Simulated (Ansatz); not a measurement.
# H on Pt(111): change of the work function, part 2 of 3

Aim: the work function of Pt(111) at several coverages of H (fcc site), and the dipole that each adsorbate carries.

Ansatz 0.2.0; plane-wave DFT, PBE, Ansatz PAW.

So far, work function, upper face (eV): step 2 (the clean slab) 5.70.

## (3) The covered slab, k-mesh 6×6×1, coverage 0.25 ML

System of this step: HPt16 (H/Pt(111)). The cell holds 17 atoms: 16 Pt and 1 H. Cell: a = 5.544 Å, b = 5.544 Å, c = 25.536 Å, α = 90.0°, β = 90.0°, γ = 60.0°. Vacuum lies along c.

The clean slab as it ended is repeated in the plane and the adsorbate is set on one face; the cell's size fixes the coverage, and the k-mesh shrinks with it to keep the sampling density about even. Adsorbate and upper layers relax, since the dipole depends on the height.

File input.yaml:

```yaml
crystal:
  lattice:
    - [5.5437171645, 1.0e-10, 0.0]
    - [2.7718585822, 4.8009998959, 0.0]
    - [0.0, 0.0, 25.536110091]
  atoms:
    - { symbol: Pt, position: [0.0, 0.0, 0.3524420896] }
    - { symbol: Pt, position: [0.1666666667, 0.1666666667, 0.4410700383] }
    - { symbol: Pt, position: [0.3333333333, 0.3333333333, 0.5314032757] }
    - { symbol: Pt, position: [0.0, 0.0, 0.6228628165] }
    - { symbol: Pt, position: [0.0, 0.5, 0.3524420896] }
    - { symbol: Pt, position: [0.1666666667, 0.6666666667, 0.4410700383] }
    - { symbol: Pt, position: [0.3333333333, 0.8333333333, 0.5314032757] }
    - { symbol: Pt, position: [0.0, 0.5, 0.6228628165] }
    - { symbol: Pt, position: [0.5, 0.0, 0.3524420896] }
    - { symbol: Pt, position: [0.6666666667, 0.1666666667, 0.4410700383] }
    - { symbol: Pt, position: [0.8333333333, 0.3333333333, 0.5314032757] }
    - { symbol: Pt, position: [0.5, 0.0, 0.6228628165] }
    - { symbol: Pt, position: [0.5, 0.5, 0.3524420896] }
    - { symbol: Pt, position: [0.6666666667, 0.6666666667, 0.4410700383] }
    - { symbol: Pt, position: [0.8333333333, 0.8333333333, 0.5314032757] }
    - { symbol: Pt, position: [0.5, 0.5, 0.6228628165] }
    - { symbol: H, position: [0.1666666667, 0.1666666667, 0.6475579104] }
kpoints:
  mp_grid: { grid: [6, 6, 1] }
hamiltonian:
  xc: pbe
scf:
  occupations: { method: fermi_dirac, width: 0.1 }
  convergence: { dr2_threshold: 1.0e-08 }
efield:
  axis: 3
  dipole_correction: true
  ramp_position: 0.97
  ramp_width: 0.06
relax:
  f_tol: 0.02
  max_steps: 60
  constraints: [{ sites: [0, 1, 4, 5, 8, 9, 12, 13] }]
output:
  dos: { projected: true, e_range: [-8, 4] }
  write_potential: true
  write_density: true
  volumetric_format: npy
  elf: true
```

On the command line:

```
$ ansatz run input.yaml --threads 4 --pin off --max-ram 6144MiB --backend cpu --events-out ev --progress --plain --runs-dir out
```

Numbers of over 12 decimals in the logs are rounded to 6 here.

Output:

```text
[...]
Crystal: 17 atoms, lattice volume = 679.653 Å³
Basis set: ecut = 420 eV, 13309 PW (Γ), exchange–correlation on 80×80×360 points (8 copies of the dense FFT grid, shifted against one another)
Bands: 174, of which v1, the nominal top of the filled ones, is band 145 counted from 1 (144 counted from 0)
Symmetry: 6 space group operations
[...]
k-points: 7 of 36 (time reversal used)
[...]
SCF iter   1: F=—  HF=-200380.114212 eV  |F-HF|=—  |Δ(HF+E_count)|=         —  Δρ=7.52e-3  dr2=6.40e0  ethr=1.77e-3  p=-0.025 e·Å  D=-6.75e-3 V/Å  ΔV_dip=0.17 eV  dr2_dipole=2.59e0  V_vac-E_F(+/−)=5.35/5.18 eV  ⟨swp⟩=7.3  Hψ=5102  notcnv=0  defer=41
[...]
SCF iter  12: F=-200380.058396 eV  HF=-200380.058396 eV  |F-HF|=8.41e-9  |Δ(HF+E_count)|=   2.76e-8  Δρ=5.33e-7  dr2=6.38e-9  ethr=3.46e-12  p=0.010 e·Å  D=2.71e-3 V/Å  ΔV_dip=-0.07 eV  dr2_dipole=4.48e-10  V_vac-E_F(+/−)=5.58/5.65 eV  ⟨swp⟩=15.4  Hψ=9024  notcnv=0
SCF 1 converged in 12 iterations: F = -200380.058396 eV  dr2 = 6.38e-9
[...]
relax step   1: F+E_penalty+E_count = -200380.05839640 eV  Δ(F+E_penalty+E_count) = +0.000e0 eV  max|allowed force component| = 1.531e0 eV/Å  Δτ_max = 0.0000 Å  (12 SCF iters, accepted)
[...]
SCF iter  12: F=-200380.269984 eV  HF=-200380.269984 eV  |F-HF|=9.75e-9  |Δ(HF+E_count)|=   1.78e-8  Δρ=4.48e-7  dr2=2.88e-9  ethr=3.46e-12  p=0.008 e·Å  D=2.01e-3 V/Å  ΔV_dip=-0.05 eV  dr2_dipole=7.42e-11  V_vac-E_F(+/−)=5.60/5.65 eV  ⟨swp⟩=14.7  Hψ=8360  notcnv=0
SCF 2 converged in 12 iterations: F = -200380.269984 eV  dr2 = 2.88e-9
relax step   2: F+E_penalty+E_count = -200380.26998355 eV  Δ(F+E_penalty+E_count) = -2.116e-1 eV  max|allowed force component| = 5.515e-1 eV/Å  Δτ_max = 0.1948 Å  (12 SCF iters, accepted)
SCF iter   1: F=—  HF=-200380.322897 eV  |F-HF|=—  |Δ(HF+E_count)|=         —  Δρ=1.99e-3  dr2=3.45e-2  ethr=5.67e-5  p=0.008 e·Å  D=2.01e-3 V/Å  ΔV_dip=-0.05 eV  dr2_dipole=8.89e-3  V_vac-E_F(+/−)=5.60/5.65 eV  ⟨swp⟩=3.1  Hψ=2850  notcnv=0  defer=87
[...]
SCF iter  10: F=-200380.321974 eV  HF=-200380.321974 eV  |F-HF|=7.42e-9  |Δ(HF+E_count)|=   1.86e-8  Δρ=3.27e-7  dr2=1.96e-9  ethr=3.46e-12  p=0.010 e·Å  D=2.63e-3 V/Å  ΔV_dip=-0.07 eV  dr2_dipole=1.48e-10  V_vac-E_F(+/−)=5.59/5.65 eV  ⟨swp⟩=15.0  Hψ=8723  notcnv=0
SCF 3 converged in 10 iterations: F = -200380.321974 eV  dr2 = 1.96e-9
relax step   3: F+E_penalty+E_count = -200380.32197374 eV  Δ(F+E_penalty+E_count) = -5.199e-2 eV  max|allowed force component| = 1.441e-1 eV/Å  Δτ_max = 0.0965 Å  (10 SCF iters, accepted)
[...]
relax step   4: F+E_penalty+E_count = -200380.32487608 eV  Δ(F+E_penalty+E_count) = -2.902e-3 eV  max|allowed force component| = 3.683e-2 eV/Å  Δτ_max = 0.0234 Å  (9 SCF iters, accepted)
SCF iter   1: F=—  HF=-200380.324656 eV  |F-HF|=—  |Δ(HF+E_count)|=         —  Δρ=1.17e-4  dr2=9.00e-5  ethr=6.91e-8  p=0.010 e·Å  D=2.67e-3 V/Å  ΔV_dip=-0.07 eV  dr2_dipole=2.07e-5  V_vac-E_F(+/−)=5.59/5.65 eV  ⟨swp⟩=3.1  Hψ=2560  notcnv=0
[...]
SCF iter   7: F=-200380.324955 eV  HF=-200380.324955 eV  |F-HF|=9.28e-9  |Δ(HF+E_count)|=   2.56e-8  Δρ=5.11e-7  dr2=4.95e-9  ethr=3.46e-12  p=0.010 e·Å  D=2.67e-3 V/Å  ΔV_dip=-0.07 eV  dr2_dipole=2.17e-10  V_vac-E_F(+/−)=5.59/5.65 eV  ⟨swp⟩=10.9  Hψ=8276  notcnv=0
SCF 5 converged in 7 iterations: F = -200380.324955 eV  dr2 = 4.95e-9
relax step   5: F+E_penalty+E_count = -200380.32495497 eV  Δ(F+E_penalty+E_count) = -7.889e-5 eV  max|allowed force component| = 6.994e-4 eV/Å  Δτ_max = 0.0034 Å  (7 SCF iters, accepted)
NSCF: frozen V_eff on 7 k-points
[...]
SCF converged after 7 iterations
Free energy (F): -200380.324955 eV
[...]
Internal energy: -200379.482671 eV  (E = F + TS)
E sigma→0 (E₀):  -200379.903813 eV
Entropy (-TS):   -0.842284 eV (-49.546 meV/atom)
Fermi energy:    4.673760 eV
Dipole field:    D = 0.002663 V/Å  (p = 0.010001 e·Å, saw-weighted, corrected)
Work function:   Φ+ = 5.5852 eV   Φ− = 5.6532 eV
[...]
--- Forces (eV/Å), atoms counted from 1 ---
  atom   1  Pt     0.01195544     0.00690247    -0.46521794
  atom   2  Pt     0.00000000    -0.00000000     0.54286964
  atom   3  Pt    -0.00060574    -0.00034972     0.00031194
  atom   4  Pt     0.00018496     0.00010679    -0.00022995
  atom   5  Pt     0.00000000    -0.01380495    -0.46521794
  atom   6  Pt    -0.00672445     0.00388236     0.45960956
  atom   7  Pt    -0.00000000     0.00069944     0.00031194
  atom   8  Pt     0.00000000    -0.00021357    -0.00022995
  atom   9  Pt    -0.01195544     0.00690247    -0.46521794
  atom  10  Pt     0.00000000    -0.00776473     0.45960956
  atom  11  Pt     0.00060574    -0.00034972     0.00031194
  atom  12  Pt    -0.00018496     0.00010679    -0.00022995
  atom  13  Pt    -0.00000000     0.00000000    -0.52616436
  atom  14  Pt     0.00672445     0.00388236     0.45960956
  atom  15  Pt     0.00000000     0.00000000     0.00025805
  atom  16  Pt     0.00000000     0.00000000    -0.00030391
  atom  17  H     -0.00000000    -0.00000000    -0.00007286
  max |Σ_I F_I| component: 7.41e-6 eV/Å
--- Band table (eV; the first three rows and the last of 7) ---
  k-point 0: bands = [... 141 lower, 5.0134, 5.0134, 5.1883, 5.1888, 5.1888, 5.2688, 5.2688, 5.2689, ... 25 higher]
  k-point 1: bands = [... 141 lower, 4.7562, 4.7673, 4.7881, 4.8944, 4.9271, 4.9833, 4.9948, 5.0020, ... 25 higher]
  k-point 2: bands = [... 141 lower, 4.2938, 4.3174, 4.6376, 4.6529, 4.6545, 4.7146, 4.9608, 4.9698, ... 25 higher]
  k-point 6: bands = [... 141 lower, 4.2465, 4.2640, 4.2644, 4.3257, 4.3530, 4.3734, 4.3935, 4.3992, ... 25 higher]
--- Relaxed structure (5 steps of the walk, 5 accepted, 0 SCFs on fresh bases) ---
  F+E_penalty+E_count = -200380.32495497 eV   max|allowed force component| = 6.994e-4 eV/Å
  atoms:
    - { symbol: Pt, position: [-1.7959490104491818e-17, -1.7959490104491818e-17, 0.3524420896] }
    - { symbol: Pt, position: [0.166667, 0.166667, 0.441070] }
    - { symbol: Pt, position: [0.332935, 0.332935, 0.531556] }
    - { symbol: Pt, position: [-0.00307354, -0.00307354, 0.624882] }
    - { symbol: Pt, position: [2.7755575615628914e-17, 0.500000, 0.3524420896] }
    - { symbol: Pt, position: [0.166667, 0.666667, 0.441070] }
    - { symbol: Pt, position: [0.332935, 0.834130, 0.531556] }
    - { symbol: Pt, position: [-0.00307354, 0.506147, 0.624882] }
    - { symbol: Pt, position: [0.500000, -1.7959490104895715e-17, 0.3524420896] }
    - { symbol: Pt, position: [0.666667, 0.166667, 0.441070] }
    - { symbol: Pt, position: [0.834130, 0.332935, 0.531556] }
    - { symbol: Pt, position: [0.506147, -0.00307354, 0.624882] }
    - { symbol: Pt, position: [0.500000, 0.500000, 0.3524420896] }
    - { symbol: Pt, position: [0.666667, 0.666667, 0.441070] }
    - { symbol: Pt, position: [0.833333, 0.833333, 0.532177] }
    - { symbol: Pt, position: [0.500000, 0.500000, 0.622219] }
    - { symbol: H, position: [0.166667, 0.166667, 0.659871] }
```

It took 5.2 min on 4 threads of Arm Neoverse N1, shared host; peak memory 2.8 GiB.

Step by step:

```
step  energy less that of the first step (eV)  largest force component (eV/Å)
   1                                   0.0000                          1.5311
   2                                  -0.2116                          0.5515
   3                                  -0.2636                          0.1441
   4                                  -0.2665                          0.0368
   5                                  -0.2666                          0.0007
```

The run keeps the 6 symmetry operations that it works with, so distortions that break them were not tested.

The atoms that moved most (Å):

```
atom      dx      dy      dz  length
 H17   0.000   0.000   0.314   0.314
Pt12   0.026  -0.015   0.052   0.059
 Pt4  -0.026  -0.015   0.052   0.059
 Pt8   0.000   0.030   0.052   0.059
Pt15   0.000   0.000   0.020   0.020
Pt16   0.000   0.000  -0.016   0.016
Pt11   0.003  -0.002   0.004   0.005
 Pt3  -0.003  -0.002   0.004   0.005
```

The relaxed structure:

```xyz
17
Lattice="5.5437 0.0000 0.0000 2.7719 4.8010 0.0000 0.0000 0.0000 25.5361" Properties=species:S:1:pos:R:3
Pt    0.0000    0.0000    9.0000
Pt    1.3859    0.8002   11.2632
Pt    2.7685    1.5984   13.5739
Pt   -0.0256   -0.0148   15.9571
Pt    1.3859    2.4005    9.0000
Pt    2.7719    3.2007   11.2632
Pt    4.1578    4.0047   13.5739
Pt    1.3859    2.4300   15.9571
Pt    2.7719    0.0000    9.0000
Pt    4.1578    0.8002   11.2632
Pt    5.5470    1.5984   13.5739
Pt    2.7974   -0.0148   15.9571
Pt    4.1578    2.4005    9.0000
Pt    5.5437    3.2007   11.2632
Pt    6.9296    4.0008   13.5897
Pt    4.1578    2.4005   15.8891
H     1.3859    0.8002   16.8505
```

This step gave:

```yaml
energy_at_zero_smearing: -200379.9038 eV
work_function_upper_face: 5.585 eV
work_function_lower_face: 5.653 eV
dipole_along_the_normal: 0.01000 e·Å
step_between_the_vacuum_levels: -0.06800 eV
```

Running mean over 2.263 Å of the planar mean; the ramp of the sawtooth is left out. Electron's electrostatic potential energy less the Fermi level against z:

| z (Å) | electron's electrostatic potential energy less the Fermi level (eV) |
| --- | --- |
| 3.0 | 5.65 |
| 3.5 | 5.65 |
| 4.0 | 5.65 |
| 4.5 | 5.65 |
| 5.0 | 5.65 |
| 5.5 | 5.64 |
| 6.0 | 5.59 |
| 6.5 | 5.40 |
| 7.0 | 4.57 |
| 7.5 | 1.20 |
| 8.0 | -4.98 |
| 8.5 | -9.99 |
| 9.0 | -11.6 |
| 9.5 | -11.9 |
| 10.0 | -12.1 |
| 10.5 | -12.1 |
| 11.0 | -12.2 |
| 11.5 | -12.1 |
| 12.0 | -11.7 |
| 12.5 | -11.6 |
| 13.0 | -11.8 |
| 13.5 | -12.0 |
| 14.0 | -11.7 |
| 14.5 | -11.0 |
| 15.0 | -10.9 |
| 15.5 | -11.6 |
| 16.0 | -11.8 |
| 16.5 | -9.92 |
| 17.0 | -4.59 |
| 17.5 | 1.42 |
| 18.0 | 4.53 |
| 18.5 | 5.35 |
| 19.0 | 5.53 |
| 19.5 | 5.57 |
| 20.0 | 5.58 |
| 20.5 | 5.58 |
| 21.0 | 5.58 |
| 21.5 | 5.59 |
| 22.0 | 5.59 |
| 22.5 | 5.59 |

The density of states has structure finer than the step of the table below, so its rows give means over 0.5 eV, whole bins alone (the curve runs from -8 to 1.98 eV). Peaks (eV: height): -3.22: 56.6, -3.13: 56.3, -3.01: 50.5, -2.20: 58.6, -2.05: 40.5, -0.39: 44.0, 0.06: 57.0.

The density of states by energy, zero at the Fermi level; means over each step:

| energy (eV) | density of states (states/eV a cell) |
| --- | --- |
| -7.5 | 2.92 |
| -7.0 | 5.29 |
| -6.5 | 12.0 |
| -6.0 | 17.6 |
| -5.5 | 21.4 |
| -5.0 | 16.6 |
| -4.5 | 20.0 |
| -4.0 | 22.2 |
| -3.5 | 28.9 |
| -3.0 | 34.4 |
| -2.5 | 18.0 |
| -2.0 | 27.1 |
| -1.5 | 22.9 |
| -1.0 | 27.8 |
| -0.5 | 25.2 |
| 0.0 | 27.9 |
| 0.5 | 11.6 |
| 1.0 | 4.26 |
| 1.5 | 5.98 |

Projected DOS per atom over height of the atomic layer and energy from the Fermi level. Layers: Pt4 Pt4 Pt4 Pt4 H from below.

Ten even steps from '_' (0.04 states/eV) to '@' (2.42 states/eV), each cell a mean:
```
........__
__________
........__
--::::::__
**%%##++__
##++++##__
##++++%%__
##==++##__
**==++##__
**====**__
%%++++##__
@@%%##@@__
**##****__
==****++__
====++==__
--====--__
==****==__
--**++::__
::++==..__
..::..____
________..
______..::
```
Columns: height of the atomic layer (Å) from 9 to 16.9 (not evenly spaced); rows upwards: energy from the Fermi level (eV) from -7.96 to 1.95.

ELF in the ca plane at fractional y = 0.167, with atoms of Pt and H within 0.2 Å of it. It is the smooth field of the valence electrons, not physical close to the nuclei.

Values, 8 rows by 16 columns, each cell a mean:
```
0.39 0.29 0.24 0.25 0.29 0.40 0.25 0.38 0.31 0.12 0.01 0.00 0.00 0.00 0.00 0.00
0.30 0.25 0.41 0.41 0.26 0.29 0.21 0.29 0.27 0.10 0.01 0.00 0.00 0.00 0.00 0.00
0.26 0.24 0.57 0.56 0.24 0.23 0.14 0.26 0.24 0.08 0.01 0.00 0.00 0.00 0.00 0.00
0.30 0.25 0.42 0.42 0.25 0.28 0.20 0.29 0.27 0.10 0.01 0.00 0.00 0.00 0.00 0.00
0.39 0.29 0.24 0.25 0.29 0.40 0.25 0.38 0.31 0.12 0.01 0.00 0.00 0.00 0.00 0.00
0.30 0.25 0.41 0.41 0.26 0.30 0.20 0.27 0.45 0.26 0.02 0.00 0.00 0.00 0.00 0.00
0.26 0.24 0.57 0.56 0.24 0.23 0.14 0.26 0.89 0.55 0.03 0.00 0.00 0.00 0.00 0.00
0.30 0.25 0.42 0.42 0.25 0.28 0.20 0.27 0.48 0.28 0.02 0.00 0.00 0.00 0.00 0.00
```
Columns run along c (16.0 Å, from fractional 0.33 to 0.96 of the cell), rows up along a (5.5 Å). Atoms in or near the plane, at fractional coordinates: Pt at (0.44, 0.17), Pt at (0.44, 0.67), H at (0.66, 0.17).

Valence density in the ca plane at fractional y = 0.167, with atoms of Pt and H within 0.2 Å of it. It is the smooth field of the valence electrons, not physical close to the nuclei.

Ten steps, logarithmic in the rise over the least value, from '0' (0 e/Å³) to '9' (11 e/Å³), each cell a mean:
```
46643223332235654334565310000000000000000000
46643233332235654334564310000000000000000000
34433346653234543223443210000000000000000000
23332478985323332222332210000000000000000000
22222489996322222112222110000000000000000000
23322479986322222122232110000000000000000000
34433357764333432223443210000000000000000000
45543234433235553234554310000000000000000000
56653223322245654334665310000000000000000000
45543234443235553224554311000000000000000000
33332357864333432222333321000000000000000000
22222479986322322112234431000000000000000000
22222489996322222112234541000000000000000000
23332478985323332222333431000000000000000000
34443346653234443223444321000000000000000000
```
Columns run along c (16.0 Å, from fractional 0.33 to 0.96 of the cell), rows up along a (5.5 Å). Atoms in or near the plane, at fractional coordinates: Pt at (0.44, 0.17), Pt at (0.44, 0.67), H at (0.66, 0.17).

Electrostatic potential energy in the ca plane at fractional y = 0.167, with atoms of Pt and H within 0.2 Å of it. With pseudopotentials it is smooth inside the atoms' cores, unlike the true potential.

Ten even steps from '0' (-46 eV) to '9' (10 eV), each cell a mean:
```
64468988889985347887446899999999999999999999
64468988889985347887446899999999999999999999
86688864358987678998767999999999999999999999
98889720015898889999889999999999999999999999
99998600003899999999999999999999999999999999
99898710004899899999989999999999999999999999
87788851137888788998778999999999999999999999
75578987778986458987557899999999999999999999
63368998889975347887436899999999999999999999
75578987678986458987657899999999999999999999
88788841037888788998878899999999999999999999
99998710004899899999987469999999999999999999
99998600003899999999986159999999999999999999
98888720015898889999888789999999999999999999
76678874358987678998767899999999999999999999
```
Columns run along c (16.0 Å, from fractional 0.33 to 0.96 of the cell; values clipped at the 3rd and 97th percentile), rows up along a (5.5 Å). Atoms in or near the plane, at fractional coordinates: Pt at (0.44, 0.17), Pt at (0.44, 0.67), H at (0.66, 0.17).

The relaxation took 5 steps and lowered the energy by 0.27 eV; the largest force on the free atoms ends at 7.0e-4 eV/Å.

By hand: a sheet of dipoles makes a step −p/(ε₀A) in the electron's potential. With e/ε₀ = 180.95 V·Å, p = 0.01000 e·Å and A = 26.62 Å², that is −180.95 × (0.01000) / 26.62 = -0.068 eV, and the two vacuum levels of the run differ by -0.068 eV.

The covered face has 5.59 eV, -0.12 eV against the clean one; the bare back face has moved by -0.02 eV, a measure of how thin the slab is.

(Continued in part 3 of 3.)

[Logs are printed without paths, hosts, clocks, repeated set-up lines and the standing remarks that a program may print on its own settings, such as how far it seeks lower states.]

[Hosts, paths, dates, database ids (printed as entryN), source tags and the programs' standing remarks are cut or masked in the printed files.]

[Maps of the electrostatic potential energy from Ansatz leave out the sawtooth potential of an applied field or a dipole correction, so their vacuum need not be flat; planar profiles and work functions include it.]

[The density of states shown here was stored with 400 of the rows of the run's finer table, so its peaks can read low, often by over a quarter, or be missed, and its means over a window can be off by a tenth or more.]
